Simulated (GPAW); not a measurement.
# Work function of a 5-layer slab of Zn(0001) at several levels, part 2 of 2

Wanted: work functions and dipole of a 5-layer slab of Zn(0001), with the cost of each level.

GPAW 26.7.0; GPAW, PAW setups; slab in vacuum.

So far, upper work function (eV): step 2 (relaxation, PBE, GPAW) 4.03; step 3 (the slab's potential, PBE, GPAW) 4.03; step 4 (OptPBE vdW: xc = "optPBE-vdW", GPAW, PAW setups, GPAW) 4.14; step 5 (self-consistent run: xc = "revPBE") 3.91.

### 6. Real-space grid: mode = "fd"

A real-space grid is a second complete basis, so it checks the plane-wave result.

run.py reads:

```python
import json
import numpy as np
from ase import Atoms
from gpaw import GPAW

slab = Atoms(
    ['Zn', 'Zn', 'Zn', 'Zn', 'Zn'],
    positions=[
        [0.00000, 0.00000, 9.00000],
        [2.66000, 1.53575, 11.46848],
        [0.00000, -0.00000, 13.82305],
        [2.66000, 1.53575, 16.17241],
        [-0.00000, -0.00000, 18.63104]],
    cell=[[2.66, 0.0, 0.0], [1.33, 2.30363, 0.0], [0.0, 0.0, 27.87392]],
    pbc=[True, True, False])

slab.calc = GPAW(mode='fd', h=0.18, xc='PBE', kpts={'size': (14, 14, 1), 'gamma': True},
                 occupations={'name': 'fermi-dirac', 'width': 0.1}, nbands='140%',
                 convergence={'density': 1e-05}, maxiter=200,
                 poissonsolver={'dipolelayer': 'xy'},
                 symmetry={'tolerance': 1e-3}, txt='slab.txt')
result = {}
energy = slab.get_potential_energy()
fermi = slab.calc.get_fermi_level()
v = slab.calc.get_electrostatic_potential().mean((0, 1)) - fermi
n = slab.calc.get_pseudo_density().mean((0, 1))
L = slab.cell[2, 2]
z = np.arange(len(v)) * L / len(v)
low, high = slab.positions[:, 2].min(), slab.positions[:, 2].max()
below, above = np.interp([low - 6.8, high + 6.8], z, v)
slopes = [np.interp(x, z, np.gradient(v, z)) for x in (low - 6.8, high + 6.8)]
eps = np.array([[slab.calc.get_eigenvalues(k, s) for k in range(len(slab.calc.get_ibz_k_points()))]
                for s in range(slab.calc.get_number_of_spins())]) - fermi
top, bottom = eps[eps < 0].max(), eps[eps > 0].min()
dipole = slab.get_dipole_moment()[2]
print(f'energy {energy:.4f} eV, Fermi level {fermi:.4f} eV, dipole {dipole:.5f} e A')
print(f'potential 6.8 A off the faces, from the Fermi level: lower {below:.4f} eV, upper {above:.4f} eV')
print(f'slope of the potential there: lower {slopes[0]:.5f}, upper {slopes[1]:.5f} eV/A')
print(f'nearest levels on the mesh: {top:.4f} and {bottom:.4f} eV')
print('magnetic moment', round(slab.get_magnetic_moment(), 3))
result.update(energy=energy, fermi=fermi, dipole=dipole, below=below, above=above, slopes=slopes, edges=[top, bottom],
              z=z.tolist(), v=v.tolist(), n=n.tolist(), positions=slab.positions.tolist(),
              forces=slab.get_forces(apply_constraint=False).tolist(), moments=slab.get_magnetic_moments().tolist())
json.dump(result, open('result.json', 'w'))
```

Started as:

```sh
$ OMP_NUM_THREADS=1 OPENBLAS_NUM_THREADS=1 python run.py
```

What it wrote:

```text
energy -5.8972 eV, Fermi level -4.0249 eV, dipole -0.00057 e A
potential 6.8 A off the faces, from the Fermi level: lower 4.0202 eV, upper 4.0297 eV
slope of the potential there: lower -0.00000, upper 0.00000 eV/A
nearest levels on the mesh: -0.2350 and 0.0033 eV
magnetic moment 0.0
```

Wall time 6.9 min (1 thread of Intel Xeon Platinum 8488C (Sapphire Rapids), shared host); peak memory 0.71 GiB.

Numbers from this step:

- dipole along the normal: -5.69e-4 e·Å
- levels nearest the Fermi level on the mesh: -0.2350, 0.003314 eV from the Fermi level
- upper work function: 4.030 eV
- lower work function: 4.020 eV

The electrostatic potential energy of an electron (without an applied field's), less the Fermi level, planar mean oscillates, so the rows of the table below give means over windows of 2.41 Å about each position, cut where the curve ends. Its maxima inside the range that stand out by 2 % of the span (Å: eV): 10.3: 0.641, 12.7: 0.118, 14.9: 0.0263, 17.4: 0.605. Its minima: 9.0: -17.1, 11.4: -17.3, 13.8: -17.3, 16.2: -17.4, 18.7: -17.0.

Table of electrostatic potential energy of an electron (without an applied field's), less the Fermi level, planar mean by z; means over each step:

| z (Å) | electrostatic potential energy of an electron (without an applied field's), less the Fermi level, planar mean (eV) |
| --- | --- |
| 1.21 | 4.02 |
| 3.62 | 4.02 |
| 6.03 | 3.95 |
| 8.44 | -5.66 |
| 10.85 | -6.76 |
| 13.26 | -7.16 |
| 15.67 | -7.14 |
| 18.08 | -6.71 |
| 20.48 | 2.69 |
| 22.90 | 4.03 |
| 25.30 | 4.03 |
| 27.72 | 4.03 |

The upper face's work function is 4.030 eV, against 4.029 eV in the first plane-wave PBE run at this geometry.

### 7. Atomic orbitals: mode = "lcao"

Atom-centred orbitals end a few angstrom from the surface, which tests how much the density's tail matters.

run.py: that of step 6 with these lines changed.

```diff
@@ -16,4 +16,4 @@
 
-slab.calc = GPAW(mode='fd', h=0.18, xc='PBE', kpts={'size': (14, 14, 1), 'gamma': True},
-                 occupations={'name': 'fermi-dirac', 'width': 0.1}, nbands='140%',
+slab.calc = GPAW(mode='lcao', basis='dzp', h=0.18, xc='PBE', kpts={'size': (14, 14, 1), 'gamma': True},
+                 occupations={'name': 'fermi-dirac', 'width': 0.1}, nbands='120%',
                  convergence={'density': 1e-05}, maxiter=200,
```

What it wrote:

```text
energy -4.3886 eV, Fermi level -4.0674 eV, dipole -0.00057 e A
potential 6.8 A off the faces, from the Fermi level: lower 4.0626 eV, upper 4.0721 eV
slope of the potential there: lower 0.00000, upper 0.00000 eV/A
nearest levels on the mesh: -0.0006 and 0.0035 eV
magnetic moment 0.0
```

Elapsed: 10 min, on 1 thread; peak memory 0.31 GiB.

Numbers from this step:

```
levels nearest the Fermi level on the mesh : -6.06e-4, 0.003504 eV from the Fermi level
upper work function                        : 4.072 eV
lower work function                        : 4.063 eV
```

The upper face's work function is 4.072 eV, against 4.029 eV in the first plane-wave PBE run at this geometry.

### 8. The ladder

Times are for 1 thread of Intel Xeon Platinum 8488C (Sapphire Rapids), shared host. The series side by side:

| no. | run | upper work function (eV) | lower work function (eV) | time | memory (GiB) |
| --- | --- | --- | --- | --- | --- |
| 1 | pw | 4.029 | 4.021 | 1.7 min | 0.23 |
| 2 | optPBE vdW | 4.135 | 4.127 | 1.9 min | 0.37 |
| 3 | revPBE | 3.910 | 3.901 | 2.3 min | 0.23 |
| 4 | fd | 4.030 | 4.020 | 6.9 min | 0.71 |
| 5 | lcao | 4.072 | 4.063 | 10 min | 0.31 |

### 9. Side by side

Results and costs are gathered.

This step: comparison of work functions, dipole and cost (GPAW 26.7.0).

Ladder, by row:

| step | code | work function, upper (eV) | work function, lower (eV) | dipole (e Å) | wall time (s) | peak memory (GiB) | threads |
| --- | --- | --- | --- | --- | --- | --- | --- |
| pw | GPAW | 4.029 | 4.021 | -5.84e-4 | 104.1 | 0.23 | 1 |
| optPBE-vdW | GPAW | 4.135 | 4.127 | -5.61e-4 | 114.1 | 0.37 | 1 |
| revPBE | GPAW | 3.91 | 3.901 | -6.03e-4 | 136.9 | 0.23 | 1 |
| fd | GPAW | 4.03 | 4.02 | -5.69e-4 | 413.1 | 0.71 | 1 |
| lcao | GPAW | 4.072 | 4.063 | -5.69e-4 | 624.8 | 0.31 | 1 |

### 10. Outcome

| Quantity | Value |
| --- | --- |
| work function, upper and lower face | 4.029 and 4.021 eV |
| dipole along the normal | -5.8e-4 e Å, near the numerical noise |

What this shows: With plane waves and PBE the work function is 4.03 eV on the upper face and 4.02 eV on the lower. The measured value for polycrystalline Zn, which weights the faces of low work function, is 4.33 eV (as compiled in "Anisotropic work function of elemental crystals", 2019, arxiv:1902.07811); the relaxed upper face lies 0.30 eV under it with PBE, and optPBE-vdW comes nearest (4.14 eV). Measured work functions scatter by a tenth of an eV or more between methods. Over the sound runs of the table the upper face's work function spans 3.910 (revPBE) to 4.135 eV (optPBE-vdW). The small printed dipole stands for a step of 17 meV from the lower to the upper face, and the probes find 8.7 meV; values this small are near the numerical noise of both. The in-plane lattice was kept as typed, which isn't the functional's own and leaves some strain; spin-orbit coupling and temperature are left out.

[Logs are printed without paths, hosts, clocks, repeated set-up lines and the standing remarks that a program may print on its own settings, such as how far it seeks lower states.]

[Hosts, paths, dates, database ids (printed as entryN), source tags and the programs' standing remarks are cut or masked in the printed files.]
